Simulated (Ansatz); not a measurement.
# linear Si chain under tension and compression, part 3 of 3

Wanted: energy, moment and open channels of the linear Si chain from 12 % compression to 30 % stretch.

Ansatz 0.2.0; DFT PBE, plane waves, PAW; relaxation of a chain's period (the session's first sound run).

So far, conductance of the lead as this run defines it (G₀): step 3 (the chain at a fixed length, period over the relaxed period …) 2.00; step 7 (period over the relaxed period 1.04, k-mesh 1×1×35) 3.00; step 8 (period over the relaxed period 1.08, k-mesh 1×1×34) 3.00; step 9 (period over the relaxed period 1.13, k-mesh 1×1×32) 3.00; step 10 (period over the relaxed period 1.2, k-mesh 1×1×30) 3.00.

### Step 11. The chain at a fixed length, period over the relaxed period 1.3, k-mesh 1×1×28 (continued)

Level of this step: DFT PBE, plane waves, PAW; channels and complex bands of a perfect chain (Ansatz).

Table of open channels of the lead by energy, zero at the Fermi level:

| energy (eV) | spin up | spin down |
| --- | --- | --- |
| -2.000 | 1 | 1 |
| -1.790 | 1 | 1 |
| -1.615 | 1 | 1 |
| -1.405 | 1 | 1 |
| -1.195 | 1 | 1 |
| -0.985 | 1 | 1 |
| -0.810 | 1 | 1 |
| -0.600 | 1 | 1 |
| -0.390 | 3 | 3 |
| -0.215 | 3 | 3 |
| -0.005 | 3 | 3 |
| 0.205 | 3 | 3 |
| 0.415 | 3 | 3 |
| 0.590 | 3 | 3 |
| 0.800 | 3 | 3 |
| 1.010 | 3 | 3 |
| 1.185 | 3 | 3 |
| 1.395 | 3 | 3 |
| 1.605 | 3 | 3 |
| 1.815 | 3 | 3 |

At the computed energy nearest the Fermi level there are 3 spin-up and 3 spin-down channels, and the thermal average gives 3.00 G₀. The change of length costs 0.902 eV a cell and leaves no moment.

Between step 3 and this run (period over the relaxed period 1.3 and k-mesh 1×1×28) the value for the conductance of the lead as this run defines it moves from 2.00 G₀ to 3.00 G₀ (+50 %).

### Step 12. Comparing the runs

Times are for 4 threads of Arm Neoverse V1, shared host. The series side by side:

| no. | period over the relaxed period | conductance of the lead as this run defines it (G₀) | energy at zero smearing less the lowest (eV) | time | memory (GiB) |
| --- | --- | --- | --- | --- | --- |
| 1 | 0.88 | 2.000 | 0.3059 | 15 s | 0.38 |
| 2 | 0.92 | 2.604 | 0.1128 | 14 s | 0.38 |
| 3 | 0.96 | 3.000 | 0.02637 | 13 s | 0.38 |
| 4 | 1 | 3.000 | 0 | 12 s | 0.37 |
| 5 | 1.04 | 3.000 | 0.03491 | 12 s | 0.37 |
| 6 | 1.08 | 3.000 | 0.1154 | 12 s | 0.37 |
| 7 | 1.13 | 3.000 | 0.2657 | 15 s | 0.41 |
| 8 | 1.2 | 3.000 | 0.5165 | 15 s | 0.4 |
| 9 | 1.3 | 3.000 | 0.9022 | 9.5 s | 0.38 |

### Step 13. The same system on other settings: output.transmission.temperature = 600.0

This step: DFT PBE, plane waves, PAW; channels and complex bands of a perfect chain; changed: output.transmission.temperature = 600.0 (Ansatz 0.2.0).

The atoms of the run at the relaxed period are kept and the input is varied, to see whether the result depends on it.

The input, input.yaml:

```yaml
crystal:
  lattice:
    - [7.5, 0.0, 0.0]
    - [0.0, 7.5, 0.0]
    - [0.0, 0.0, 2.2243577705]
  atoms:
    - { symbol: Si, position: [0.5, 0.5, 0.0], spin: 0.3 }
magnetization:
  spin_polarized: true
kpoints:
  mp_grid: { grid: [1, 1, 36] }
scf:
  occupations: { method: fermi_dirac, width: 0.05 }
hamiltonian:
  xc: pbe
output:
  transmission:
    e_range: [-2, 2]
    de: 0.035
    kmesh: [1, 1]
    reduced_basis: true
    leads: [[0, 0]]
    temperature: 600.0
  stress: true
```

Run with:

```bash
$ ansatz run input.yaml --threads 4 --pin off --max-ram 8192MiB --backend cpu --events-out ev --progress --plain --runs-dir out
```

Numbers of over 12 decimals in the logs are rounded to 6 here.

What it wrote:

```text
[...]
Crystal: 1 atoms, lattice volume = 125.120 Å³
Basis set: ecut = 420 eV, 2463 PW (Γ)
Bands: 7, of which v1, the nominal top of the filled ones, is band 2 counted from 1 (1 counted from 0)
Symmetry: 16 space group operations
[...]
k-points: 19 of 36
[...]
Starting moments: Σ|m| = 0.3 μB on 1 of 1 site
[...]
SCF iter   1: F=—  HF=-633.885116 eV  |F-HF|=—  |Δ(HF+E_count)|=         —  Δρ=7.67e-3 (↑5.98e-3 ↓7.67e-3)  dr2=3.07e-1  dr2_m=5.39e-3  M=0.103 μB ∫|m|=0.103 μB  β_m=0.30  ethr=3.10e-3  ⟨swp⟩=6.6  Hψ=2865  notcnv=0
[...]
SCF iter  13: F=-633.779094 eV  HF=-633.779094 eV  |F-HF|=0.00e0  |Δ(HF+E_count)|=  5.01e-11  Δρ=9.40e-9 (↑9.05e-9 ↓9.40e-9)  dr2=1.44e-13  dr2_m=6.69e-14  M=-0.000 μB ∫|m|=0.000 μB  ethr=1.00e-12  ⟨swp⟩=2.0  Hψ=451  notcnv=0
SCF 1 converged in 13 iterations: F = -633.779094 eV  dr2 = 1.44e-13
[...]
transmission: 6 of 36 steps passed
transmission: 9 of 36 steps passed
[...]
transmission: 36 of 36 steps passed
SCF converged after 13 iterations
Magnetization: -0.0000 μB (2.0000 up, 2.0000 down)
Absolute magnetization: 0.0000 μB (∫|ρ↑−ρ↓|, with the PAW one-centre terms)
[...]
Per-site moments (μB) at R_I (Å): [(-2.1416905453154493e-8, 0.917548)]
Free energy (F): -633.779094 eV
[...]
Internal energy: -633.772347 eV  (E = F + TS)
E sigma→0 (E₀):  -633.775721 eV
Entropy (-TS):   -0.006746 eV (-6.746 meV/atom)
Fermi energy:    -3.266945 eV
[...]
--- Stress (GPa, compression-positive) ---
        0.155953       0.000000       0.000000
        0.000000       0.155953       0.000000
        0.000000       0.000000      -0.226998
  P = ⅓ Tr σ = 0.0283 GPa (0.283 kbar)
--- Band table (eV; the first three rows and the last of 38) ---
[...]
--- Transmission ---
  basis      : 497 plane waves across, 3 finite elements along
  points     : 1, standing for a mesh of 1 x 1
[...]
crystal 0  : Si1, at the sites [0, 0], period 2.2244 Å: whole cells are its period
[...]
filled         : 26.6 meV over the level at which it is neutral
    channels       : 3.000000e0 up, 3.000000e0 down
[...]
```

It took 11 s on 4 threads of Arm Neoverse V1, shared host; peak memory 0.37 GiB; 39 s of CPU time.

Numbers from this step:

```yaml
energy_at_zero_smearing: -633.7757 eV
```

The open channels of the lead by energy, zero at the Fermi level:

| energy (eV) | spin up | spin down |
| --- | --- | --- |
| -1.405 | 0 | 0 |
| -1.300 | 2 | 2 |
| -1.195 | 2 | 2 |
| -1.090 | 3 | 3 |
| -0.985 | 3 | 3 |
| -0.915 | 3 | 3 |
| -0.810 | 3 | 3 |
| -0.705 | 3 | 3 |
| -0.600 | 3 | 3 |
| -0.495 | 3 | 3 |
| -0.390 | 3 | 3 |
| -0.285 | 3 | 3 |
| -0.215 | 3 | 3 |
| -0.110 | 3 | 3 |
| -0.005 | 3 | 3 |
| 0.100 | 3 | 3 |
| 0.205 | 3 | 3 |
| 0.310 | 3 | 3 |
| 0.415 | 3 | 3 |
| 0.485 | 3 | 3 |
| 0.590 | 3 | 3 |
| 0.695 | 3 | 3 |
| 0.800 | 3 | 3 |
| 0.905 | 3 | 3 |
| 1.010 | 3 | 3 |
| 1.115 | 3 | 3 |
| 1.185 | 3 | 3 |
| 1.290 | 3 | 3 |
| 1.395 | 3 | 3 |
| 1.500 | 3 | 3 |
| 1.605 | 3 | 3 |
| 1.710 | 3 | 3 |
| 1.815 | 3 | 3 |
| 1.885 | 3 | 3 |

It took 11 s against 12 s for the run it varies, and the conductance is 3.00 G₀ against 3.00 G₀.

The channels at the energy nearest the Fermi level, spin up, channels at the energy nearest the Fermi level, spin down and conductance of the lead as this run defines it stay within 0.2 % plus 0.001 of the run it varies.

Against step 6 (now other temperature), the conductance of the lead as this run defines it stays at 3.00 G₀. No moment survives the cycle: this start ends non-magnetic.

### Step 14. Results

* relaxed cell length: 2.224 Å
* conductance at period × 0.88: 2.00 G₀
* conductance at period × 1.0: 3.00 G₀
* conductance at period × 1.13: 3.00 G₀
* conductance at period × 1.3: 3.00 G₀
* absolute moment at period × 0.88: 0 μB
* absolute moment at period × 1.0: 0 μB
* absolute moment at period × 1.3: 0 μB

In words: No moment survives at any length. The conductance goes from 2.00 G₀ at the shortest period to 3.00 G₀ at the longest, as band edges move through the Fermi level. Transport is coherent and elastic here: the atoms are frozen, so scattering by vibrations plays no part. Conductances of a perfect chain off the multiples of half a G0 come from band edges within the thermal window; the square box also splits pairs of bands that an isolated chain keeps degenerate, which moves such edges. The lead's cell of one atom keeps the chain straight and evenly spaced; a zigzag or dimerised form may lie lower.

[Logs are printed without paths, hosts, clocks, repeated set-up lines and the standing remarks that a program may print on its own settings, such as how far it seeks lower states.]

[Hosts, paths, dates, database ids (printed as entryN), source tags and the programs' standing remarks are cut or masked in the printed files.]
